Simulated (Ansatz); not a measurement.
# Mo2CO2 monolayer: relaxing the cell for a phonon run

Task: relax Mo2CO2 monolayer tightly.

Main program and level: Ansatz 0.2.0; DFT PBE, scalar-relativistic, plane waves, PAW; PAW set soft_1.

### 1. Set-up

The cell holds 5 atoms: 1 C, 2 Mo and 2 O. Its edges and angles: a = 2.950 Å, b = 2.950 Å, c = 20.000 Å, α = 90.0°, β = 90.0°, γ = 120.0°. Vacuum lies along c.

### 2. Probe on a coarse mesh

First a cheap look: the gap decides the mesh and the occupations, the pressure tells how far the cell has to move.

The program solves this slab on a cell height of its own, 32.6 Å, in place of the one typed.

The input, input.yaml:

```yaml
crystal:
  lattice:
    - [2.95, 0.0, 0.0]
    - [-1.475, 2.55477, 0.0]
    - [0.0, 0.0, 20.0]
  atoms:
    - { symbol: C, position: [0.0, 0.0, 0.5] }
    - { symbol: Mo, position: [0.333333, 0.666667, 0.56] }
    - { symbol: Mo, position: [0.666667, 0.333333, 0.44] }
    - { symbol: O, position: [0.666667, 0.333333, 0.61] }
    - { symbol: O, position: [0.333333, 0.666667, 0.39] }
  periodic: [true, true, false]
kpoints:
  mp_grid: { grid: [9, 9, 1] }
hamiltonian:
  xc: pbe
  pseudopotentials: { kind: paw, azcp: { folder: soft_1 } }
scf:
  occupations: { method: gaussian, width: 0.1 }
output:
  forces: true
  stress: true
  eigenvalues: true
```

The run is started by

```sh
ansatz run input.yaml --threads 4 --pin off --max-ram 16384MiB --backend cpu --events-out ev --progress --plain --runs-dir out
```

Numbers of over 12 decimals in the logs are rounded to 6 here.

The log of the run:

```text
[...]
k-point 0: bands = [... 18 lower, -7.7037, -7.7037, -7.3019, -7.3019, -5.9232, -5.3724, -5.3724, -3.1221, ... 1 higher]
  k-point 1: bands = [... 18 lower, -8.6736, -8.2259, -6.9862, -6.3569, -5.6812, -5.1581, -4.9877, -3.1477, ... 1 higher]
  k-point 2: bands = [... 18 lower, -9.3200, -8.6332, -7.2117, -5.8331, -4.9389, -4.5106, -4.2713, -3.2474, ... 1 higher]
  k-point 11: bands = [... 18 lower, -10.1001, -10.1001, -5.9446, -5.3723, -5.3723, -3.5226, -3.5226, -3.4928, ... 1 higher]
[key lines of the parts left out:]
SCF converged after 10 iterations
Free energy (F): -11296.539655 eV
Fermi energy:    -5.162698 eV
P = ½ c Tr σ = 28.7589 N/m
```

Run time: 2.5 s. Hardware: 4 threads of Arm Neoverse V1, shared host; peak memory 0.56 GiB; 8.8 s of CPU time.

This run has no spin polarisation, although Mo can carry a moment.

This step gave:

```yaml
gap_on_the_k_mesh: 0 eV
area_per_atom: 1.507 Å²
```

The coarse mesh shows no gap.

### 3. Coarse relaxation

The start is far from rest, so a relaxation with loose tolerances brings it close first.

The program solves this slab on a cell height of its own, 32.6 Å, in place of the one typed.

input.yaml, as its differences from that of step 2:

```diff
@@ -23 +23,6 @@
   eigenvalues: true
+relax:
+  adjacent_minimum: "off"
+  f_tol: 0.05
+  max_steps: 80
+  cell: { stress_2d_tol: 0.02 }
```

The log of the run:

```text
[...]
Crystal: 5 atoms, lattice volume = 245.692 Å³
Basis set: ecut = 420 eV, 4717 PW (Γ), exchange–correlation on 40×40×450 points (8 copies of the dense FFT grid, shifted against one another)
Bands: 27, of which v1, the nominal top of the filled ones, is band 22 counted from 1 (21 counted from 0)
Symmetry: 12 space group operations
[...]
cell:  # Å, volume = 270.2181 Å³
    - [3.093735, 0.0, 0]
    - [-1.546868, 2.679253, 0]
    - [0, 0, 32.6]
  atoms:
    - { symbol: C, position: [0, 0, 0.306748] }
    - { symbol: Mo, position: [0.333333, 0.666667, 0.340971] }
    - { symbol: Mo, position: [0.666667, 0.333333, 0.272526] }
    - { symbol: O, position: [0.666667, 0.333333, 0.375293] }
    - { symbol: O, position: [0.333333, 0.666667, 0.238204] }
[key lines of the parts left out:]
SCF converged after 6 iterations
Free energy (F): -11297.474356 eV
Fermi energy:    -6.257582 eV
P = ½ c Tr σ = 0.0026 N/m
```

Elapsed: 22 s, on 4 threads; peak memory 0.64 GiB; 82 s of CPU time.

Relaxation path:

| step | energy less that of the first step (eV) | largest force component (eV/Å) | volume (Å³) |
| --- | --- | --- | --- |
| 1 | 0.0000 | 3.1486 | 245.69 |
| 2 | -0.7744 | 1.6438 | 264.13 |
| 3 | -0.8909 | 0.4859 | 273.29 |
| 4 | -0.9139 | 0.0864 | 269.53 |
| 5 | -0.9145 | 0.0160 | 269.71 |
| 6 | -0.9146 | 0.0067 | 269.53 |
| 7* | -0.9344 | 0.0079 | 269.53 |
| 8 | -0.9344 | 0.0003 | 270.18 |
| 9 | -0.9344 | 0.0000 | 270.22 |
| 10* | -0.9347 | 0.0000 | 270.22 |

Relaxation steps marked * repeat the geometry before them on a plane-wave basis chosen anew for their cell, so energy and pressure can jump there.

The run keeps the 12 symmetry operations that it works with, so distortions that break them were not tested.

| cell as run | before | after | change |
| --- | --- | --- | --- |
| a (Å) | 2.950 | 3.094 | +4.9 % |
| b (Å) | 2.950 | 3.094 | +4.9 % |

The atoms that moved most (Å, along periodic axes as changes of fractional coordinates times the final cell, across vacuum about the mean position):

| atom | dx | dy | dz | length |
| --- | --- | --- | --- | --- |
| Mo3 | 0.000 | 0.000 | 0.084 | 0.084 |
| Mo2 | 0.000 | 0.000 | -0.084 | 0.084 |
| O5 | 0.000 | 0.000 | -0.035 | 0.035 |
| O4 | 0.000 | 0.000 | 0.035 | 0.035 |

The relaxed structure:

```cif
data_structure
_symmetry_space_group_name_H-M 'P 1'
_symmetry_Int_Tables_number 1
_cell_length_a 3.0937
_cell_length_b 3.0937
_cell_length_c 32.6000
_cell_angle_alpha 90.000
_cell_angle_beta 90.000
_cell_angle_gamma 120.000
_cell_volume 270.22
loop_
_atom_site_label
_atom_site_type_symbol
_atom_site_fract_x
_atom_site_fract_y
_atom_site_fract_z
_atom_site_occupancy
C1 C 0.00000 0.00000 0.30675 1
Mo2 Mo 0.33333 0.66667 0.34097 1
Mo3 Mo 0.66667 0.33333 0.27253 1
O4 O 0.66667 0.33333 0.37529 1
O5 O 0.33333 0.66667 0.23820 1
```

Numbers from this step:

| Item | Value |
| --- | --- |
| area per atom | 1.658 Å² |

The relaxation ends with a largest force component of 1.4e-5 eV/Å.

### 4. Relaxation

The cell and atoms are relaxed, since residual forces and stress would shift the frequencies.

The input, input.yaml:

```yaml
crystal:
  lattice:
    - [3.0937350402, 0.0, 0.0]
    - [-1.5468675201, 2.6792531373, 0.0]
    - [0.0, 0.0, 32.6]
  atoms:
    - { symbol: C, position: [0.0, 0.0, 0.3067484663] }
    - { symbol: Mo, position: [0.3333333333, 0.6666666667, 0.3409707521] }
    - { symbol: Mo, position: [0.6666666667, 0.3333333333, 0.2725261804] }
    - { symbol: O, position: [0.6666666667, 0.3333333333, 0.3752929194] }
    - { symbol: O, position: [0.3333333333, 0.6666666667, 0.2382040132] }
  periodic: [true, true, false]
kpoints:
  mp_grid: { grid: [15, 15, 1] }
hamiltonian:
  xc: pbe
  pseudopotentials: { kind: paw, azcp: { folder: soft_1 } }
scf:
  occupations: { method: gaussian, width: 0.1 }
output:
  forces: true
  stress: true
  eigenvalues: true
  write_density: true
  write_potential: true
  elf: true
  volumetric_format: npy
relax:
  adjacent_minimum: "off"
  f_tol: 0.005
  max_steps: 80
  cell: { stress_2d_tol: 0.02 }
```

The log of the run:

```text
[...]
Crystal: 5 atoms, lattice volume = 270.218 Å³
Basis set: ecut = 420 eV, 5257 PW (Γ), exchange–correlation on 48×48×450 points (8 copies of the dense FFT grid, shifted against one another)
Bands: 27, of which v1, the nominal top of the filled ones, is band 22 counted from 1 (21 counted from 0)
Symmetry: 12 space group operations
[...]
k-points: 27 of 225
[...]
SCF iter   1: F=—  HF=-11307.327631 eV  |F-HF|=—  |Δ(HF+E_count)|=         —  Δρ=1.07e-1  dr2=3.92e1  ethr=3.10e-3  ⟨swp⟩=13.4  Hψ=5702  notcnv=0
[...]
SCF iter  13: F=-11297.467641 eV  HF=-11297.467641 eV  |F-HF|=2.91e-11  |Δ(HF+E_count)|=   1.87e-9  Δρ=6.45e-8  dr2=3.89e-12  ethr=1.00e-12  ⟨swp⟩=10.1  Hψ=6125  notcnv=0
SCF 1 converged in 13 iterations: F = -11297.467641 eV  dr2 = 3.89e-12
[...]
relax step   1: F+E_penalty+E_count = -11297.46764150 eV  Δ(F+E_penalty+E_count) = +0.000e0 eV  max|allowed force component| = 5.352e-2 eV/Å  Δτ_max = 0.0000 Å  P = +0.054 N/m  Ω = 270.218 Å³  fix = [c, alpha, beta]  reactions: c +0.000 N/m  (13 SCF iters, dr2 threshold 1.00e-7 eV, accepted)
Crystal: 5 atoms, lattice volume = 270.445 Å³
[...]
SCF iter   4: F=-11297.467659 eV  HF=-11297.467658 eV  |F-HF|=7.83e-8  |Δ(HF+E_count)|=   3.57e-7  Δρ=3.07e-6  dr2=1.14e-8  ethr=4.07e-10  ⟨swp⟩=20.6  Hψ=9397  notcnv=0
SCF 2 converged in 4 iterations: F = -11297.467659 eV  dr2 = 1.14e-8
relax step   2: F+E_penalty+E_count = -11297.46765853 eV  Δ(F+E_penalty+E_count) = -1.703e-5 eV  max|allowed force component| = 6.015e-3 eV/Å  Δτ_max = 0.0026 Å  P = -0.042 N/m  Ω = 270.445 Å³  energy of the carried Pulay correction = -9.539e-5 eV  fix = [c, alpha, beta]  reactions: c -0.000 N/m  (4 SCF iters, dr2 threshold 1.79e-7 eV, accepted)
Crystal: 5 atoms, lattice volume = 270.332 Å³
[...]
SCF iter   5: F=-11297.467709 eV  HF=-11297.467709 eV  |F-HF|=5.41e-9  |Δ(HF+E_count)|=   2.39e-8  Δρ=2.90e-7  dr2=9.88e-11  ethr=5.14e-12  ⟨swp⟩=16.7  Hψ=7534  notcnv=0
SCF 3 converged in 5 iterations: F = -11297.467709 eV  dr2 = 9.88e-11
relax step   3: F+E_penalty+E_count = -11297.46770877 eV  Δ(F+E_penalty+E_count) = -5.024e-5 eV  max|allowed force component| = 8.209e-3 eV/Å  Δτ_max = 0.0011 Å  P = +0.003 N/m  Ω = 270.332 Å³  energy of the carried Pulay correction = -4.798e-5 eV  fix = [c, alpha, beta]  reactions: c +0.000 N/m  (5 SCF iters, dr2 threshold 2.26e-9 eV, accepted)
[...]
relax step   4: F+E_penalty+E_count = -11297.46769881 eV  Δ(F+E_penalty+E_count) = +9.964e-6 eV  max|allowed force component| = 3.294e-4 eV/Å  Δτ_max = 0.0004 Å  P = -0.003 N/m  Ω = 270.365 Å³  energy of the carried Pulay correction = -6.178e-5 eV  fix = [c, alpha, beta]  reactions: c -0.000 N/m  (4 SCF iters, dr2 threshold 4.21e-9 eV, accepted)
[...]
SCF iter   1: F=—  HF=-11297.467721 eV  |F-HF|=—  |Δ(HF+E_count)|=         —  Δρ=2.71e-6  dr2=1.20e-8  ethr=3.15e-7  ⟨swp⟩=6.5  Hψ=9616  notcnv=0
eigensolver tolerance schedule: the retry pair's looser diagonalisation over-reported the residual by 11571.56 of it (diagonalisation noise at an unbounded share of the residual, at the tolerance the schedule requests for it); recorded, not acted on — ethr = c·dr2/N_el stays at c = 1.0e-1
SCF iter   2: F=—  HF=-11297.467753 eV  |F-HF|=—  |Δ(HF+E_count)|=   3.25e-5  Δρ=3.07e-6  dr2=3.29e-8  ethr=2.72e-11  ⟨swp⟩=7.3  Hψ=3586  notcnv=0
[...]
SCF iter   7: F=-11297.467753 eV  HF=-11297.467753 eV  |F-HF|=2.91e-11  |Δ(HF+E_count)|=  4.37e-11  Δρ=1.06e-8  dr2=1.81e-13  ethr=1.00e-12  ⟨swp⟩=15.1  Hψ=5928  notcnv=0
SCF 5 converged in 7 iterations: F = -11297.467753 eV  dr2 = 1.81e-13
relax step   5: F+E_penalty+E_count = -11297.46775312 eV  Δ(F+E_penalty+E_count) = -5.431e-5 eV  max|allowed force component| = 3.022e-4 eV/Å  Δτ_max = 0.0000 Å  P = -0.002 N/m  Ω = 270.365 Å³  fix = [c, alpha, beta]  reactions: c -0.000 N/m  stress off target by 1.87e-3 N/m on what of the cell is left free  SCF on the basis re-selected at this cell (its energy is not comparable with the rows above)  (7 SCF iters)
[...]
WARN: The output density's exchange-correlation potential varies sharply where the density is thin. Do not read a vacuum level from v_tot or v_xc, or from such a field of the output density. On a cell that repeats whose density bears no net charge and no dipole along the vacuum's axis use v_es (v_loc + v_h of the components); under efield.dipole_correction with no amplitude use v_es + v_field, which holds any externa [...]
SCF converged after 7 iterations
Free energy (F): -11297.467753 eV
[...]
Internal energy: -11297.455647 eV  (E = F + TS)
E sigma→0 (E₀):  -11297.461700 eV
Entropy (-TS):   -0.012106 eV (-2.421 meV/atom)
Fermi energy:    -6.330505 eV
[...]
--- Forces (eV/Å), atoms counted from 1 ---
  atom   1  C      0.00000000     0.00000000     0.00000000
  atom   2  Mo     0.00000000     0.00000000    -0.00007571
  atom   3  Mo     0.00000000    -0.00000000     0.00007571
  atom   4  O      0.00000000     0.00000000    -0.00030215
  atom   5  O      0.00000000     0.00000000     0.00030215
  max |Σ_I F_I| component: 5.42e-20 eV/Å
--- 2D stress c σ (N/m, compression-positive) ---
       -0.001871       0.000000       0.000000
        0.000000      -0.001871       0.000000
        0.000000       0.000000      -0.000000
  P = ½ c Tr σ = -0.0019 N/m
--- Band table (eV; the first three rows and the last of 27) ---
  k-point 0: bands = [... 18 lower, -8.6243, -8.6243, -8.5491, -8.5491, -6.8732, -6.0012, -6.0012, -4.4304, ... 1 higher]
  k-point 1: bands = [... 18 lower, -9.1773, -8.5848, -8.1512, -7.9955, -6.8600, -5.9442, -5.8969, -4.4053, ... 1 higher]
  k-point 2: bands = [... 18 lower, -9.6640, -8.5853, -8.0809, -7.5147, -6.6244, -5.7301, -5.7146, -4.4773, ... 1 higher]
  k-point 26: bands = [... 18 lower, -10.2905, -10.2905, -6.9084, -6.7816, -6.7816, -4.8250, -4.8250, -4.2034, ... 1 higher]
--- Relaxed structure (4 steps of the walk, 4 accepted, 1 SCFs on fresh bases) ---
[...]
cell:  # Å, volume = 270.3651 Å³
    - [3.094577, 0, 0]
    - [-1.547288, 2.679982, 0]
    - [0, 0, 32.6]
  atoms:
    - { symbol: C, position: [0, 0, 0.306748] }
    - { symbol: Mo, position: [0.333333, 0.666667, 0.340998] }
    - { symbol: Mo, position: [0.666667, 0.333333, 0.272499] }
    - { symbol: O, position: [0.666667, 0.333333, 0.375233] }
    - { symbol: O, position: [0.333333, 0.666667, 0.238264] }
```

The job ended after 27 s (4 threads; peak memory 0.69 GiB; 1.7 min of CPU time).

Little changed from the start: no atom moved by 0.005 Å and no cell edge by 0.1 %.

This step gave:

```
area per atom : 1.659 Å²
```

Valence density in the ac plane at fractional y = 0.333, with atoms of Mo and O within 0.2 Å of it. It is the smooth field of the valence electrons, not physical close to the nuclei.

Ten steps, logarithmic in the rise over the least value, from '0' (0.0 e/Å³) to '9' (5.6 e/Å³), each cell a mean:
```
0000000000000000
0000000000000000
0000000000000000
0000000000000000
0000000000000000
0000000000000000
0000000000000000
0000000000000000
0000000000000000
0000000000000000
0000000000000000
0000000000000000
0000000000000000
0000000000000000
2111123467888753
4555554567777654
5555554455665544
4444445789999976
3333333223333222
0000000000000000
0000000000000000
0000000000000000
0000000000000000
0000000000000000
```
Columns run along a (3.1 Å), rows up along c (32.6 Å). Atoms in or near the plane, at fractional coordinates: Mo at (0.67, 0.27), O at (0.67, 0.38).

Electrostatic potential energy in the ac plane at fractional y = 0.333, with atoms of Mo and O within 0.2 Å of it. With pseudopotentials it is smooth inside the atoms' cores, unlike the true potential.

Values in eV, 24 rows by 16 columns, each cell a mean:
```
  0   0   0   0   0   0   0   0   0   0   0   0   0   0   0   0
  0   0   0   0   0   0   0   0   0   0   0   0   0   0   0   0
  0   0   0   0   0   0   0   0   0   0   0   0   0   0   0   0
  0   0   0   0   0   0   0   0   0   0   0   0   0   0   0   0
  0   0   0   0   0   0   0   0   0   0   0   0   0   0   0   0
  0   0   0   0   0   0   0   0   0   0   0   0   0   0   0   0
  0   0   0   0   0   0   0   0   0   0   0   0   0   0   0   0
  0   0   0   0   0   0   0   0   0   0   0   0   0   0   0   0
  0   0   0   0   0   0   0   0   0   0   0   0   0   0   0   0
  0   0   0   0   0   0   0   0   0   0   0   0   0   0   0   0
  0   0   0   0   0   0   0   0   0   0   0   0   0   0   0   0
  0   0   0   0   0   0   0   0   0   0   0   0   0   0   0   0
  0   0   0   0   0   0   0   0   0   0   0   0   0   0   0   0
  0   0   0   0   0   0   0   0   0   0   0   0   0   0   0   0
 -2  -2  -3  -3  -2  -2  -2  -6 -15 -19 -21 -21 -20 -17  -9  -3
-15 -19 -22 -22 -20 -17 -13 -11 -15 -18 -19 -19 -18 -16 -12 -11
-12 -12 -14 -14 -13 -12 -12 -13 -15 -17 -18 -18 -17 -16 -14 -12
-15 -10  -8  -7  -9 -13 -23 -34 -36 -37 -37 -37 -37 -37 -35 -28
 -3  -3  -3  -3  -3  -3  -4  -5  -6  -8  -9  -9  -8  -7  -5  -4
  0   0   0   0   0   0   0   0   0   0   0   0   0   0   0   0
  0   0   0   0   0   0   0   0   0   0   0   0   0   0   0   0
  0   0   0   0   0   0   0   0   0   0   0   0   0   0   0   0
  0   0   0   0   0   0   0   0   0   0   0   0   0   0   0   0
  0   0   0   0   0   0   0   0   0   0   0   0   0   0   0   0
```
Columns run along a (3.1 Å; values clipped at the 3rd and 97th percentile), rows up along c (32.6 Å). Atoms in or near the plane, at fractional coordinates: Mo at (0.67, 0.27), O at (0.67, 0.38).

ELF in the ac plane at fractional y = 0.333, with atoms of Mo and O within 0.2 Å of it. It is the smooth field of the valence electrons, not physical close to the nuclei.

Values, 24 rows by 16 columns, each cell a mean:
```
0.00 0.00 0.00 0.00 0.00 0.00 0.00 0.00 0.00 0.00 0.00 0.00 0.00 0.00 0.00 0.00
0.00 0.00 0.00 0.00 0.00 0.00 0.00 0.00 0.00 0.00 0.00 0.00 0.00 0.00 0.00 0.00
0.00 0.00 0.00 0.00 0.00 0.00 0.00 0.00 0.00 0.00 0.00 0.00 0.00 0.00 0.00 0.00
0.00 0.00 0.00 0.00 0.00 0.00 0.00 0.00 0.00 0.00 0.00 0.00 0.00 0.00 0.00 0.00
0.00 0.00 0.00 0.00 0.00 0.00 0.00 0.00 0.00 0.00 0.00 0.00 0.00 0.00 0.00 0.00
0.00 0.00 0.00 0.00 0.00 0.00 0.00 0.00 0.00 0.00 0.00 0.00 0.00 0.00 0.00 0.00
0.00 0.00 0.00 0.00 0.00 0.00 0.00 0.00 0.00 0.00 0.00 0.00 0.00 0.00 0.00 0.00
0.00 0.00 0.00 0.00 0.00 0.00 0.00 0.00 0.00 0.00 0.00 0.00 0.00 0.00 0.00 0.00
0.00 0.00 0.00 0.00 0.00 0.00 0.00 0.00 0.00 0.00 0.00 0.00 0.00 0.00 0.00 0.00
0.00 0.00 0.00 0.00 0.00 0.00 0.00 0.00 0.00 0.00 0.00 0.00 0.00 0.00 0.00 0.00
0.00 0.00 0.00 0.00 0.00 0.00 0.00 0.00 0.00 0.00 0.00 0.00 0.00 0.00 0.00 0.00
0.00 0.00 0.00 0.00 0.00 0.00 0.00 0.00 0.00 0.00 0.00 0.00 0.00 0.00 0.00 0.00
0.00 0.00 0.00 0.00 0.00 0.00 0.00 0.00 0.00 0.00 0.00 0.00 0.00 0.00 0.00 0.00
0.02 0.00 0.00 0.00 0.00 0.01 0.03 0.06 0.10 0.12 0.14 0.14 0.13 0.11 0.07 0.04
0.32 0.11 0.04 0.03 0.08 0.24 0.48 0.65 0.73 0.74 0.69 0.68 0.73 0.74 0.68 0.55
0.21 0.21 0.25 0.26 0.24 0.22 0.26 0.36 0.45 0.49 0.47 0.47 0.49 0.47 0.40 0.28
0.39 0.45 0.48 0.49 0.46 0.41 0.34 0.29 0.27 0.29 0.30 0.30 0.29 0.28 0.28 0.33
0.19 0.23 0.30 0.32 0.26 0.20 0.26 0.47 0.63 0.66 0.61 0.59 0.65 0.66 0.53 0.32
0.34 0.46 0.52 0.53 0.48 0.39 0.26 0.15 0.10 0.10 0.11 0.12 0.10 0.09 0.11 0.20
0.03 0.04 0.06 0.06 0.05 0.04 0.02 0.01 0.01 0.00 0.00 0.00 0.00 0.00 0.01 0.02
0.00 0.00 0.00 0.00 0.00 0.00 0.00 0.00 0.00 0.00 0.00 0.00 0.00 0.00 0.00 0.00
0.00 0.00 0.00 0.00 0.00 0.00 0.00 0.00 0.00 0.00 0.00 0.00 0.00 0.00 0.00 0.00
0.00 0.00 0.00 0.00 0.00 0.00 0.00 0.00 0.00 0.00 0.00 0.00 0.00 0.00 0.00 0.00
0.00 0.00 0.00 0.00 0.00 0.00 0.00 0.00 0.00 0.00 0.00 0.00 0.00 0.00 0.00 0.00
```
Columns run along a (3.1 Å), rows up along c (32.6 Å). Atoms in or near the plane, at fractional coordinates: Mo at (0.67, 0.27), O at (0.67, 0.38).

[end of part 1 of 2]

[Logs are printed without paths, hosts, clocks, repeated set-up lines and the standing remarks that a program may print on its own settings, such as how far it seeks lower states.]

[Hosts, paths, dates, database ids (printed as entryN), source tags and the programs' standing remarks are cut or masked in the printed files.]
